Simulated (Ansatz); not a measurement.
**Starting-point dependence of the GW gap of KI (Fm-3m)**

One-shot GW is not self-consistent; how far does the start matter for KI (Fm-3m)?

Program: Ansatz 0.2.0. Level of theory: G0W0 on several functionals, plane waves, PAW. Results are calculated unless marked as measured.

Most raw output is cut from this account.

In doubt: masses and optical values from hybrid runs of this build are listed as unsure (step 4), which bears on the screening that GW takes from such a start.

## (1) Set-up

The structure is cubic, space group Fm-3m (No. 225). The conventional cell has a = 7.066 Å, b = 7.066 Å, c = 7.066 Å, α = 90.00°, β = 90.00°, γ = 90.00°. Nearest to K lie 6 I at 3.53 Å. Nearest to I lie 6 K at 3.53 Å. Farther neighbours and most contacts between anions are not listed.

The cell and positions come from the Crystallography Open Database and are kept as given unless a step says otherwise. Spin-orbit coupling is left out unless a step names it. The default PAW set here is soft_2. Its files were made with PBE.

## (2) G0W0 on LDA

Now the one-shot GW correction: screening in the RPA, then the self-energy of the levels asked for.

This step: G0W0 on LDA, plane waves, PAW.

input.yaml reads:

```yaml
crystal:
  lattice:
    - [0.0, 3.532775, 3.532775]
    - [3.532775, 0.0, 3.532775]
    - [3.532775, 3.532775, 0.0]
  atoms:
    - { symbol: K, position: [0.0, 0.0, 0.0] }
    - { symbol: I, position: [0.5, 0.5, 0.5] }
kpoints:
  mp_grid: { grid: [4, 4, 4] }
hamiltonian:
  xc: lda
scf:
  occupations: { method: fixed }
gw:
  n_empty_bands: 263
  ecut_chi: 120
  qp_bands: [v2, c2]
  qp_kpoints: band_edges
  screening: { model: contour_deformation }
```

Run with:

```sh
$ ansatz run input.yaml --threads 3 --pin off --max-ram 92160MiB --backend cuda --events-out ev --progress --plain --runs-dir out --devices 1 --max-vram 13GiB
```

The job ended after 10 s (1 × NVIDIA H100 80GB HBM3 (shared by 6 runs) with 3 threads of AMD EPYC 7R13 (Zen 3), shared host; peak memory 1.2 GiB).

This step gave:

| Quantity | Value |
| --- | --- |
| bands summed | 276 |
| RPA ε∞ on this mesh (eigenvalues) | 2.784, 2.784, 2.784 |
| plane waves in the screening matrix | 259 |
| q-points in the mesh | 64 |
| G0W0 gap on the mesh | 5.883 eV |
| k of the valence top | 0, 0, 0 |
| k of the conduction bottom | 0, 0, 0 |
| starting gap on the mesh | 3.605 eV |
| Z at the valence top | 0.7934 |
| Z at the conduction bottom | 0.8407 |
| least direct G0W0 gap on the computed points | 5.883 eV |

The gap on the mesh goes from 3.61 eV to 5.88 eV, a correction of +2.28 eV. Between the two edge states, bare exchange in place of the xc potential would open the gap by 6.94 eV, and correlation takes back 4.66 eV.

## (3) G0W0 on PBE

One-shot GW remembers its start. Another functional's orbitals and levels show by how much.

This step: G0W0 on PBE, plane waves, PAW.

Changes to input.yaml since step 2:

```diff
@@ -11,3 +11,3 @@
 hamiltonian:
-  xc: lda
+  xc: pbe
 scf:
```

Wall time 9.9 s (1 × NVIDIA H100 80GB HBM3 (shared by 6 runs) with 3 threads); peak memory 1.2 GiB.

Numbers from this step:

```yaml
bands_summed: 276
rpa_eps_infinity_on_this_mesh_eigenvalues: 2.640, 2.640, 2.640
plane_waves_in_the_screening_matrix: 259
q_points_in_the_mesh: 64
g0w0_gap_on_the_mesh: 6.080 eV
k_of_the_valence_top: 0, 0, 0
k_of_the_conduction_bottom: 0, 0, 0
starting_gap_on_the_mesh: 3.967 eV
z_at_the_valence_top: 0.8004
z_at_the_conduction_bottom: 0.8466
least_direct_g0w0_gap_on_the_computed_points: 6.080 eV
```

Against the run with 4×4×4 mesh, 263 empty bands, screening to 120 eV on LDA, the gap moves by +0.20 eV, while the start moved by +0.36 eV.

## (4) G0W0 on HSE06

This step: G0W0 on HSE06, plane waves, PAW.

Changes to input.yaml since step 3:

```diff
@@ -11,3 +11,3 @@
 hamiltonian:
-  xc: pbe
+  xc: hse06
 scf:
```

Elapsed: 27 s, on 1 × NVIDIA H100 80GB HBM3 (shared by 6 runs) with 3 threads; peak memory 1.3 GiB; 28 s of CPU time.

This step gave:

```yaml
bands_summed: 276
rpa_eps_infinity_on_this_mesh_eigenvalues: 2.375, 2.375, 2.375
plane_waves_in_the_screening_matrix: 259
g0w0_gap_on_the_mesh: 6.557 eV
k_of_the_valence_top: 0, 0, 0
k_of_the_conduction_bottom: 0, 0, 0
starting_gap_on_the_mesh: 4.966 eV
least_direct_g0w0_gap_on_the_computed_points: 6.557 eV
```

Against the run with 4×4×4 mesh, 263 empty bands, screening to 120 eV on PBE, the gap moves by +0.48 eV, while the start moved by +1.00 eV.

## (5) The starts together

All on the 4×4×4 mesh with 263 empty bands and screening to 120 eV. Times are wall times on 1 × NVIDIA H100 80GB HBM3 (shared by 6 runs) with 3 threads of AMD EPYC 7R13 (Zen 3), shared host, good to a factor of about two.

| start | starting gap (eV) | shift (eV) | G0W0 gap (eV) | RPA ε∞ (harmonic mean) | Z (valence, conduction) | time |
| --- | --- | --- | --- | --- | --- | --- |
| LDA | 3.61 | +2.28 | 5.88 | 2.78 | 0.79, 0.84 | 10 s |
| PBE | 3.97 | +2.11 | 6.08 | 2.64 | 0.80, 0.85 | 9.9 s |
| HSE06 | 4.97 | +1.59 | 6.56 | 2.38 | 0.83, 0.87 | 27 s |

The parts of the quasiparticle energy at the two band edges (eV; QP = start + Σx + Σc − Vxc):

| run | edge | start | Σx | Σc | Vxc | Z | QP |
| --- | --- | --- | --- | --- | --- | --- | --- |
| LDA | valence top | 2.00 | -17.34 | 1.49 | -14.47 | 0.79 | 0.62 |
| LDA | conduction bottom | 5.60 | -4.42 | -3.17 | -8.49 | 0.84 | 6.50 |
| PBE | valence top | 2.27 | -17.32 | 1.50 | -14.18 | 0.80 | 0.63 |
| PBE | conduction bottom | 6.23 | -4.32 | -3.06 | -7.86 | 0.85 | 6.71 |
| HSE06 | valence top | 1.55 | -17.33 | 1.23 | -14.89 | 0.83 | 0.35 |
| HSE06 | conduction bottom | 6.52 | -4.19 | -2.91 | -7.49 | 0.87 | 6.91 |

For a hybrid start, Vxc holds its share of exact exchange.

## (6) What came out

| Property | Result |
| --- | --- |
| G0W0@LDA | 5.88 eV (start 3.61 eV) |
| G0W0@PBE | 6.08 eV (start 3.97 eV) |
| G0W0@HSE06 | 6.56 eV (start 4.97 eV) |
| known limits | not at the basis limit; no spin-orbit coupling |

What this shows: The starting gaps span 1.36 eV and the G0W0 gaps 0.67 eV. Between LDA and HSE06, 0.67 eV of the 1.36 eV survives, 50 %. HSE06 screens less than LDA (ε∞ 2.38 against 2.78). Of the 0.67 eV by which its G0W0 gap is higher, the correlation part gives +0.52 eV, and exchange with the one-particle terms, which follow the orbitals, +0.16 eV. The smallest correction, +1.59 eV, is on HSE06, the start nearest to reproducing itself. Bands and cutoff are finite, so the gap is not at the basis limit. The miss can reach some tenths of an eV and take either sign; the mesh is an error of its own. The many-body steps are scalar-relativistic: spin-orbit coupling is not in them.

[Paths, hosts, dates, memory and timing lines, banners, echoed tables and standing remarks are left out of the program output.]

[Logs are printed without paths, hosts, clocks, repeated set-up lines and the standing remarks that a program may print on its own settings, such as how far it seeks lower states.]

[Runs of the session that timed out or met a known fault of the program may be left out.]

[Cells called generated may have been cut or substituted from an entry of the Crystallography Open Database or the Materials Project.]

[Hosts, paths, dates, database ids (printed as entryN), source tags and the programs' standing remarks are cut or masked in the printed files.]
